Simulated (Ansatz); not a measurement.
## LaYO2F2 (built on the sites of a database entry of LaOF): following an unstable mode

Which phase does LaYO2F2 (built on the sites of a database entry of LaOF) fall into along its unstable mode, and how much energy does it gain?

Program: Ansatz 0.2.0. Level of theory: DFT PBE+D3(BJ), scalar-relativistic, plane waves, PAW. Results are calculated unless marked as measured.

The structure was built from a prototype and need not be the compound's stable phase.

### 1. Starting point

The structure is tetragonal, space group P4mm (No. 99). The conventional cell has a = 3.949 Å, b = 3.949 Å, c = 5.669 Å, α = 90.00°, β = 90.00°, γ = 90.00°. Nearest to Y lie 4 O at 2.27 Å and 4 F at 2.53 Å. Nearest to La lie 4 O at 2.36 Å and 4 F at 2.59 Å. Nearest to O lie 2 Y at 2.27 Å and 2 La at 2.36 Å. Nearest to F lie 2 Y at 2.53 Å and 2 La at 2.59 Å. Farther neighbours and most contacts between anions are not listed.

### 2. Phonons on a q mesh

The cell comes from relaxations at this level that are not shown. Stability and thermal properties need the whole zone. Linear response on a 2×2×2 q mesh gives force constants as far as a supercell of that size would, and the tensors from the zone-centre run are typed in so that the long-range dipole term is interpolated apart.

input.yaml

```yaml
crystal:
  lattice:
    - [3.9491705737, 0.0, 0.0]
    - [0.0, 3.9491705737, 0.0]
    - [0.0, 0.0, 5.6693653701]
  atoms:
    - { symbol: "Y", position: [0.0, 0.5, 0.7105914178] }
    - { symbol: La, position: [0.5, 0.0, 0.2849359094] }
    - { symbol: O, position: [0.0, 0.0, 0.5133053335] }
    - { symbol: O, position: [0.5, 0.5, 0.5133053335] }
    - { symbol: F, position: [0.0, 0.0, -0.0110689972] }
    - { symbol: F, position: [0.5, 0.5, -0.0110689972] }
kpoints:
  mp_grid: { grid: [6, 6, 4] }
hamiltonian:
  xc: pbe
  dispersion: d3bj
scf:
  occupations: { method: fixed }
output:
  eigenvalues: true
phonons:
  method: dfpt
  qmesh: [2, 2, 2]
  temperatures: { t_max: 1000, t_step: 50 }
  qpath:
    path:
      - [[0.0, 0.0, 0.0], [0.0, 0.5, 0.0], [0.5, 0.5, 0.0], [0.0, 0.0, 0.0], [0.0, 0.0, 0.5], [0.0, 0.5, 0.5], [0.5, 0.5, 0.5], [0.0, 0.0, 0.5]]
      - [[0.0, 0.5, 0.0], [0.0, 0.5, 0.5]]
      - [[0.5, 0.5, 0.0], [0.5, 0.5, 0.5]]
    npoints: 10
  non_analytic_term:
    high_frequency_dielectric_tensor: [[3.6609, 0.0, 0.0], [0.0, 3.6609, 0.0], [0.0, 0.0, 3.2037]]
    born_effective_charges:
      - { species: "Y", tensor: [[3.9775, 0.0, 0.0], [0.0, 3.9775, 0.0], [0.0, 0.0, 3.3499]] }
      - { species: La, tensor: [[4.0833, 0.0, 0.0], [0.0, 4.0833, 0.0], [0.0, 0.0, 3.5638]] }
      - { species: O, tensor: [[-2.8279, 0.0, 0.0], [0.0, -2.6863, 0.0], [0.0, 0.0, -1.7237]] }
      - { species: O, tensor: [[-2.6863, 0.0, 0.0], [0.0, -2.8279, 0.0], [0.0, 0.0, -1.7237]] }
      - { species: F, tensor: [[-1.3125, 0.0, 0.0], [0.0, -1.2342, 0.0], [0.0, 0.0, -1.7331]] }
      - { species: F, tensor: [[-1.2342, 0.0, 0.0], [0.0, -1.3125, 0.0], [0.0, 0.0, -1.7331]] }
    source: "zone-centre run at this cell"
```

Launch:

```sh
> ansatz run input.yaml --threads 8 --pin off --max-ram 14336MiB --backend cpu --events-out ev --progress --plain --runs-dir out
```

Numbers of over 12 decimals in the logs are rounded to 6 here.

Log:

```text
Warning: phonons: the dynamical matrix that this run interpolates holds no multipole term above the dipole-dipole one, and a site of this crystal is no centre of inversion, so its interpolated transverse optical and acoustic branches and sound speeds can stay off near Gamma, and the density of states and the thermodynamics with them. What a run solves at a wave vector of phonons.qpoints, Gamma apart, where the deck admits one, is free of this, and under fd what a larger phonons.supercell samples
Engine: ansatz 0.2.0, aarch64-unknown-linux-gnu
Pseudopotentials: kind: paw
Pseudopotential: Y, paw, valence charge 11, recommended cutoff 420 eV (normal), Y.paw.azcp
Pseudopotential: La, paw, valence charge 11, recommended cutoff 420 eV (normal), La.paw.azcp
Pseudopotential: O, paw, valence charge 6, recommended cutoff 420 eV (normal), O.paw.azcp
Pseudopotential: F, paw, valence charge 7, recommended cutoff 420 eV (normal), F.paw.azcp
Functional definition: PBE
  parameter kappa = 0.804
  parameter beta = 0.066725
  exchange = pbe_x(kappa = kappa, mu = beta*pi^2/3)
  correlation = pbe_c(beta = beta)
Crystal: 6 atoms, lattice volume = 88.419 Å³
Basis set: ecut = 420 eV, 1739 PW (Γ), exchange–correlation on 60×60×80 points (8 copies of the dense FFT grid, shifted against one another)
Bands: 30, of which v1, the nominal top of the filled ones, is band 24 counted from 1 (23 counted from 0)
Symmetry: 8 space group operations
k-points: 30 of 144 (time reversal used)
Non-local potential: Y, projectors of the file, l = 0: 3, l = 1: 2, l = 2: 2, l = 3: 1
Non-local potential: La, projectors of the file, l = 0: 3, l = 1: 2, l = 2: 2, l = 3: 3
Non-local potential: O, projectors of the file, l = 0: 2, l = 1: 2, l = 2: 1
Non-local potential: F, projectors of the file, l = 0: 2, l = 1: 2, l = 2: 1
PAW form: soft (Blöchl's): semilocal exchange-correlation on the pseudo side does not see the compensation charge
PAW one-centre angular grid: Y, 590 points (default); XC on 64 Gauss nodes
PAW one-centre angular grid: La, 590 points (default); XC on 64 Gauss nodes
PAW one-centre angular grid: O, 110 points (default); XC on 64 Gauss nodes
PAW one-centre angular grid: F, 110 points (default); XC on 64 Gauss nodes
Initial density: superposition of atomic densities (neutral atoms: chi_scale 0, normalization atom), corrected by the library's trained network
Initial wavefunctions: pseudopotential atomic-orbital guess
Functional: x = pbe(κ = 0.804, μ = 0.219515), c = pbe(β = 0.066725)
SCF iter   1: F=—  HF=-12864.026579 eV  |F-HF|=—  |Δ(HF+E_count)|=         —  Δρ=1.61e-3  dr2=1.05e-3  ethr=1.77e-3  ⟨swp⟩=3.9  Hψ=3014  notcnv=0  defer=56
preconditioner: auto → Resta (q_TF=auto, 2.464 Å⁻¹)  ε∞=4.2  [insulator: Δε(μ)=4.448 eV  Ē_g=14.732 eV  n_scr=20 (ndim 8)  ℏωp=26.2 eV  f_vac=0.071  ε∞_Penn≈4.2]
SCF iter   2: F=—  HF=-12864.027821 eV  |F-HF|=—  |Δ(HF+E_count)|=   1.24e-3  Δρ=8.81e-4  dr2=3.02e-4  ethr=2.19e-6  ⟨swp⟩=3.0  Hψ=2197  notcnv=0  defer=120
SCF iter   3: F=—  HF=-12864.028347 eV  |F-HF|=—  |Δ(HF+E_count)|=   5.26e-4  Δρ=4.28e-4  dr2=1.27e-4  ethr=6.30e-7  ⟨swp⟩=2.0  Hψ=1519  notcnv=0  defer=120
SCF iter   4: F=—  HF=-12864.028348 eV  |F-HF|=—  |Δ(HF+E_count)|=   9.65e-7  Δρ=7.39e-5  dr2=4.84e-6  ethr=2.65e-7  ⟨swp⟩=2.0  Hψ=1397  notcnv=0  defer=65
SCF iter   5: F=—  HF=-12864.028352 eV  |F-HF|=—  |Δ(HF+E_count)|=   3.70e-6  Δρ=3.66e-5  dr2=9.05e-7  ethr=1.01e-8  ⟨swp⟩=2.1  Hψ=1458  notcnv=0  defer=43
SCF iter   6: F=—  HF=-12864.028349 eV  |F-HF|=—  |Δ(HF+E_count)|=   2.50e-6  Δρ=1.29e-5  dr2=1.41e-7  ethr=1.88e-9  ⟨swp⟩=2.0  Hψ=1497  notcnv=0  defer=43
SCF iter   7: F=—  HF=-12864.028349 eV  |F-HF|=—  |Δ(HF+E_count)|=   8.78e-8  Δρ=5.42e-6  dr2=2.84e-8  ethr=2.94e-10  ⟨swp⟩=2.0  Hψ=1499  notcnv=0  defer=43
SCF iter   8: F=—  HF=-12864.028349 eV  |F-HF|=—  |Δ(HF+E_count)|=   4.75e-8  Δρ=1.18e-6  dr2=2.05e-9  ethr=5.93e-11  ⟨swp⟩=2.2  Hψ=1396  notcnv=0  defer=43
SCF iter   9: F=—  HF=-12864.028349 eV  |F-HF|=—  |Δ(HF+E_count)|=   6.52e-9  Δρ=2.48e-7  dr2=6.86e-11  ethr=4.26e-12  ⟨swp⟩=2.0  Hψ=1448  notcnv=0  defer=43
SCF iter  10: F=-12864.028349 eV  HF=-12864.028349 eV  |F-HF|=7.28e-12  |Δ(HF+E_count)|=  3.04e-10  Δρ=4.14e-8  dr2=1.71e-12  ethr=1.00e-12  ⟨swp⟩=12.5  Hψ=5596  notcnv=0
SCF 1 converged in 10 iterations: F = -12864.028349 eV  dr2 = 1.71e-12
  greatest PAW one-centre occupation: 0.993 electrons in one spin orbital (limit 2), on the Y atom at site 0 (counted from 0), in its partial waves of l = 0
NSCF: frozen V_eff on 30 k-points
NSCF: frozen V_eff on 48 k-points
DFPT response loops at q = (0, 0, 0) (fractional): preconditioner auto → none (the input reference at scf.mixing.eps_inf says where Resta's filter doesn't serve); β = 0.50; Broyden in place of MSR1
NSCF: frozen V_eff on 96 k-points
DFPT response loops at q = (0, 0, -0.5) (fractional): preconditioner auto → Resta (q_TF=auto, 2.464 Å⁻¹)  ε∞=3.7 (no band partly filled); β = 1.00, the filter's whole step (`scf.mixing.beta` (0.50) is not read by the response loops at its default; to damp them type it under 1.00, their step now; it binds the ground state too); Broyden in place of MSR1
NSCF: frozen V_eff on 96 k-points
DFPT response loops at q = (0, -0.5, 0) (fractional): mixed as the last ones told, above
NSCF: frozen V_eff on 96 k-points
DFPT response loops at q = (0, -0.5, -0.5) (fractional): mixed as the last ones told, above
NSCF: frozen V_eff on 96 k-points
DFPT response loops at q = (-0.5, -0.5, 0) (fractional): preconditioner auto → none (the input reference at scf.mixing.eps_inf says where Resta's filter doesn't serve); β = 0.50; Broyden in place of MSR1
NSCF: frozen V_eff on 96 k-points
DFPT response loops at q = (-0.5, -0.5, -0.5) (fractional): mixed as the last ones told, above
SCF converged after 10 iterations
Free energy (F): -12864.028349 eV
Harris-Foulkes:  -12864.028349 eV  (|F-HF|=7.28e-12)
Internal energy: -12864.028349 eV  (E = F + TS)
E sigma→0 (E₀):  -12864.028349 eV
Fermi energy:    8.173165 eV
--- Per-component energies (eV) ---
  E_band       = -154.513098
  E_kinetic    = 1265.895203
  E_local      = -2652.376289  (includes V_loc(G=0)·N_el)
  E_nonlocal   = 388.489479
  E_hartree    = 955.055981
  E_xc         = -624.440514
  E_vxc        = -745.431684  (∫ρ·V_xc dr)
  E_paw        = -8959.648792  (= ΣΔE_a)
  E_vpaw       = -321.210758  (= ΣTr[D̂ρ^β])
  E_aug_tail   = 0.009005  (compensation charges beyond the density's cutoff)
  E_ewald      = -3235.836695
  E_disp       = -1.175727  (pairwise vdW)
  E_smearing   = -0.000000  (= −TS)
  E_closure    = 0.000000  (closes the sum)
  Σ components = -12864.028349   (vs F -12864.028349, Δ=0.00e0)
--- Band table (eV; the first three rows and the last of 30) ---
  k-point 0: bands = [... 20 lower, 6.7329, 7.0718, 7.8798, 7.8798, 12.7986, 13.5582, 13.7526, 13.7942, ... 2 higher]
  k-point 1: bands = [... 20 lower, 6.3544, 6.7037, 7.9427, 7.9427, 13.0442, 13.5090, 13.7883, 13.7883, ... 2 higher]
  k-point 2: bands = [... 20 lower, 6.3257, 6.3257, 8.0021, 8.0021, 13.2789, 13.4725, 13.7827, 13.7827, ... 2 higher]
  k-point 29: bands = [... 20 lower, 7.6476, 7.7187, 7.7187, 7.7897, 12.9802, 13.2482, 13.6733, 13.6733, ... 2 higher]
--- Phonons (Γ-DFPT): 10 representative perturbations + reference (Σ response iterations 33) ---
  ASR residual: 1.017e-4 → 0.000e0 eV/Å²; symmetrization residual: 5.561e-6 eV/Å²
  pairwise dispersion correction: d3bj (s6 = 1.0, s8 = 0.7875, a1 = 0.4289, a2_bohr = 4.4407), with the weights of each atom's references fixed at the reference crystal's, and the forces and stress that the weights' published response gives there kept as a pressure on the atom's counted neighbours (hamiltonian.dispersion)
  ASR residual per site (eV/Å²): 4.44e-6 2.86e-6 1.02e-4 1.02e-4 6.48e-5 6.48e-5
  Γ frequencies (cm⁻¹): 0.00 0.00 0.00 111.57 111.57 143.37 143.37 152.68 234.29 252.80 281.73 281.73 308.91 308.91 381.49 473.17 473.17 510.21
--- Phonons (arbitrary-q DFPT): 6 irreducible q on the 2×2×2 mesh ---
  q = [0.0000, 0.0000, 0.0000] (star 1, of the zone-centre solve; hermiticity 6.21e-7, symmetrization 2.29e-13): -0.00 -0.00 0.00 111.57 111.57 143.37 143.37 152.68 234.29 252.80 281.73 281.73 308.91 308.91 381.49 473.17 473.17 510.21
  q = [0.0000, 0.0000, -0.5000] (star 1, 10 solved perturbations in 444 linear systems a pass and spin channel, the states on 48 of 144 k-point pairs; hermiticity 4.06e-7, symmetrization 1.31e-13): 39.79 39.79 107.62 107.62 137.58 137.58 143.24 203.53 240.24 270.27 270.27 318.56 318.56 349.17 399.35 473.56 473.56 561.87
  q = [0.0000, -0.5000, 0.0000] (star 2, 18 solved perturbations on 48 of 144 k-point pairs; hermiticity 4.35e-7, symmetrization 4.36e-14): 102.49 104.13 117.44 125.44 186.81 190.29 204.08 207.83 212.81 234.56 246.41 263.72 391.86 401.22 409.62 409.73 509.01 525.95
  q = [0.0000, -0.5000, -0.5000] (star 2, 18 solved perturbations on 48 of 144 k-point pairs; hermiticity 5.03e-7, symmetrization 1.10e-13): 95.56 101.50 113.03 118.61 179.15 183.53 206.67 228.49 243.48 261.83 269.55 282.66 392.70 394.40 398.41 411.19 498.44 509.69
  q = [-0.5000, -0.5000, 0.0000] (star 1, 10 solved perturbations in 444 linear systems a pass and spin channel, the states on 48 of 144 k-point pairs; hermiticity 4.86e-7, symmetrization 1.39e-13): -95.76 121.26 121.26 132.61 146.54 165.92 211.34 211.34 253.84 253.84 254.08 281.27 291.96 310.71 373.35 373.35 562.74 573.37
  q = [-0.5000, -0.5000, -0.5000] (star 1, 10 solved perturbations in 444 linear systems a pass and spin channel, the states on 48 of 144 k-point pairs; hermiticity 5.23e-7, symmetrization 1.75e-13): -87.30 136.17 156.52 164.03 164.03 165.79 216.93 216.93 251.65 253.84 253.84 287.63 289.56 319.32 356.13 356.13 560.08 569.55
  sum rule: each row above includes the acoustic sum rule's correction from the zone centre's row sums; it moved no ω² by more than (1.31 cm⁻¹)²
  mesh force constants: q→R imaginary residual 0.00e0; ASR residual 1.017e-4 → 0.000e0 eV/Å²; symmetrization residual 1.243e-14 eV/Å²
  interpolated dispersion: 94 rows × 18 modes
  density of states and harmonic sums: on the 16×16×12 q-mesh, interpolated from the force constants of a 2×2×2 supercell (with the dipole–dipole term of supplied tensors)
  largest difference from the sums on the solved wave vectors: F 9.61e-2 eV, S 1.39e-4 and C_V 4.24e-5 eV/K
  zero-point energy: 0.295083 eV/cell   skipped modes (ω ≤ 0): 54, of them read as no rigid motion or as one in doubt: 51 (1.276e-1 modes/cell left out, lowest -95.76 cm⁻¹)   left out of the sums: 7.14e-3 of the cell's modes: C_V's classical limit lies that fraction below 3 k_B per atom; for a crystal, a wire or a layer, F and S can be off by more, and a phonons.interpolated_qmesh denser along its periods is the remedy for the sampling
```

It took 2.2 min on 8 threads of Arm Neoverse V2, shared host; peak memory 0.86 GiB; 16 min of CPU time.

This step gave:

| Item | Value |
| --- | --- |
| gap on the k-mesh | 4.465 eV |
| volume per atom | 14.74 Å³ |
| sum-rule residual before enforcement | 1.02e-4 eV/Å² |
| lowest frequency on the path | -95.76 cm⁻¹ |
| point group | 4mm |
| highest frequency on the path or at a solved wavevector | 573.4 cm⁻¹ |
| highest optical mode at the zone centre (no LO-TO term) | 510.2 cm⁻¹ |
| lowest optical zone-centre mode | 111.6 cm⁻¹ |
| lowest mode on the q mesh (acoustic modes at Γ apart) | -95.76 cm⁻¹ |

Frequencies (cm⁻¹) solved at each irreducible wavevector; negative means imaginary. Frequencies by wavevector, by row:

| q in reciprocal lattice units | star | mode 1 | mode 2 | mode 3 | mode 4 | mode 16 | mode 17 | mode 18 |
| --- | --- | --- | --- | --- | --- | --- | --- | --- |
| 0 0 0 | 1 | 0 | 0 | 0 | 111.6 | 473.2 | 473.2 | 510.2 |
| 0 0 -0.5 | 1 | 39.8 | 39.8 | 107.6 | 107.6 | 473.6 | 473.6 | 561.9 |
| 0 -0.5 0 | 2 | 102.5 | 104.1 | 117.4 | 125.4 | 409.7 | 509 | 526 |
| 0 -0.5 -0.5 | 2 | 95.6 | 101.5 | 113 | 118.6 | 411.2 | 498.4 | 509.7 |
| -0.5 -0.5 0 | 1 | -95.8 | 121.3 | 121.3 | 132.6 | 373.4 | 562.7 | 573.4 |
| -0.5 -0.5 -0.5 | 1 | -87.3 | 136.2 | 156.5 | 164 | 356.1 | 560.1 | 569.5 |

Interpolated from a 2×2×2 q mesh, rough between the solved points, with the LO-TO term (at Γ the limit along the path; where Γ stands inside the path, tables give the limit on arrival). The phonon branches at the labelled points (cm⁻¹):

| point | branch 1 | branch 2 | branch 3 | branch 4 | branch 15 | branch 16 | branch 17 | branch 18 |
| --- | --- | --- | --- | --- | --- | --- | --- | --- |
| Γ | 0 | 0 | 0 | 112 | 471 | 473 | 510 | 552 |
| halfway | 42 | 74 | 115 | 122 | 454 | 454 | 501 | 544 |
| X | 102 | 104 | 117 | 125 | 410 | 410 | 509 | 526 |
| halfway | 69 | 99 | 112 | 136 | 399 | 399 | 544 | 558 |
| M | -96 | 121 | 121 | 133 | 373 | 373 | 563 | 573 |
| halfway | 61 | 78 | 90 | 142 | 395 | 440 | 524 | 562 |
| Γ | 0 | 0 | 0 | 112 | 471 | 473 | 510 | 552 |
| halfway | 27 | 27 | 88 | 110 | 398 | 473 | 473 | 562 |
| Z | 40 | 40 | 108 | 108 | 399 | 474 | 474 | 562 |
| halfway | 77 | 96 | 108 | 122 | 455 | 455 | 481 | 512 |
| R | 96 | 102 | 113 | 119 | 398 | 411 | 498 | 510 |
| halfway | 74 | 110 | 128 | 148 | 384 | 387 | 538 | 549 |
| A | -87 | 136 | 156 | 164 | 356 | 356 | 560 | 570 |
| halfway | 79 | 91 | 127 | 131 | 394 | 442 | 519 | 530 |
| Z | 40 | 40 | 108 | 108 | 399 | 474 | 474 | 562 |
| jump to X | 102 | 104 | 117 | 125 | 410 | 410 | 509 | 526 |
| halfway | 103 | 105 | 118 | 121 | 405 | 410 | 504 | 518 |
| R | 96 | 102 | 113 | 119 | 398 | 411 | 498 | 510 |
| jump to M | -96 | 121 | 121 | 133 | 373 | 373 | 563 | 573 |
| halfway | -92 | 134 | 141 | 141 | 366 | 366 | 561 | 572 |
| A | -87 | 136 | 156 | 164 | 356 | 356 | 560 | 570 |

Symmetry leaves 6 wavevectors to solve. The lowest mode among them, the acoustic zeros apart, lies at q = (-0.5, -0.5, 0) and is imaginary, 95.8i cm⁻¹, so the energy falls along it.

### 3. The mode frozen in, largest atomic shift 0 Å

The mode followed lies at q = (-0.5, -0.5, 0) with frequency 95.8i cm⁻¹, the softest among the wavevectors solved. At small amplitude the distorted cell has space group no. 100 by a symmetry search on the positions. The undistorted cell that holds it gives the zero of energy on the same k mesh.

System of this step: LaYO2F2 (built on the sites of a database entry of LaOF). Symmetry: P4mm, No. 99, tetragonal system. Conventional cell: a = 3.949 Å, b = 3.949 Å, c = 5.669 Å, α = 90.00°, β = 90.00°, γ = 90.00°. Nearest to Y lie 4 O at 2.27 Å and 4 F at 2.53 Å. La has 4 O at 2.36 Å and 4 F at 2.59 Å nearest. O has 2 Y at 2.27 Å and 2 La at 2.36 Å nearest. F has 2 Y at 2.53 Å and 2 La at 2.59 Å nearest. Farther neighbours and most contacts between anions are not listed.

input.yaml

```yaml
crystal:
  lattice:
    - [-3.9491705737, -3.9491705737, 0.0]
    - [-3.9491705737, 3.9491705737, 0.0]
    - [0.0, 0.0, -5.6693653701]
  atoms:
    - { symbol: "Y", position: [0.75, 0.25, 0.2894085822] }
    - { symbol: "Y", position: [0.25, 0.75, 0.2894085822] }
    - { symbol: La, position: [0.25, 0.25, 0.7150640906] }
    - { symbol: La, position: [0.75, 0.75, 0.7150640906] }
    - { symbol: O, position: [0.5, 0.5, 0.4866946665] }
    - { symbol: O, position: [1.0, 1.0, 0.4866946665] }
    - { symbol: O, position: [0.0, 0.5, 0.4866946665] }
    - { symbol: O, position: [0.5, 0.0, 0.4866946665] }
    - { symbol: F, position: [0.0, 0.0, 0.0110689972] }
    - { symbol: F, position: [0.5, 0.5, 0.0110689972] }
    - { symbol: F, position: [0.0, 0.5, 0.0110689972] }
    - { symbol: F, position: [0.5, 0.0, 0.0110689972] }
kpoints:
  mp_grid: { grid: [4, 4, 4] }
hamiltonian:
  xc: pbe
  dispersion: d3bj
scf:
  occupations: { method: gaussian, width: 0.02 }
output:
  forces: true
  stress: true
  eigenvalues: true
```

Log:

```text
[...]
Crystal: 12 atoms, lattice volume = 176.838 Å³
Basis set: ecut = 420 eV, 3431 PW (Γ), exchange–correlation on 80×80×80 points (8 copies of the dense FFT grid, shifted against one another)
Bands: 60, of which v1, the nominal top of the filled ones, is band 48 counted from 1 (47 counted from 0)
Symmetry: 16 space group operations
[...]
k-point 0: bands = [... 44 lower, 7.7052, 7.8021, 7.8797, 7.8797, 12.6377, 12.7984, 13.5133, 13.5581, ... 3 higher]
  k-point 1: bands = [... 44 lower, 7.7119, 7.7958, 7.9426, 7.9426, 12.7930, 13.0440, 13.3537, 13.5090, ... 3 higher]
  k-point 2: bands = [... 44 lower, 7.7187, 7.7896, 8.0020, 8.0020, 12.9800, 13.2481, 13.2788, 13.4724, ... 3 higher]
  k-point 17: bands = [... 44 lower, 7.3200, 7.3200, 7.7354, 7.7354, 13.3241, 13.3241, 13.6574, 13.6574, ... 3 higher]
[key lines of the parts left out:]
SCF converged after 7 iterations
Free energy (F): -25728.056255 eV
Fermi energy:    10.419305 eV
P = ⅓ Tr σ = -0.0002 GPa (-0.002 kbar)
```

Elapsed: 2.1 s, on 8 threads; peak memory 0.76 GiB; 15 s of CPU time.

This step gave:

```
pressure                         : -2.01e-4 GPa
gap on the k-mesh                : 4.437 eV
energy from the undistorted cell : 0 meV/atom
```

At this level the gap is 4.44 eV on the k-mesh of the self-consistent run, which can miss the band edges.

[end of part 1 of 3]

[Logs are printed without paths, hosts, clocks, repeated set-up lines and the standing remarks that a program may print on its own settings, such as how far it seeks lower states.]

[Hosts, paths, dates, database ids (printed as entryN), source tags and the programs' standing remarks are cut or masked in the printed files.]
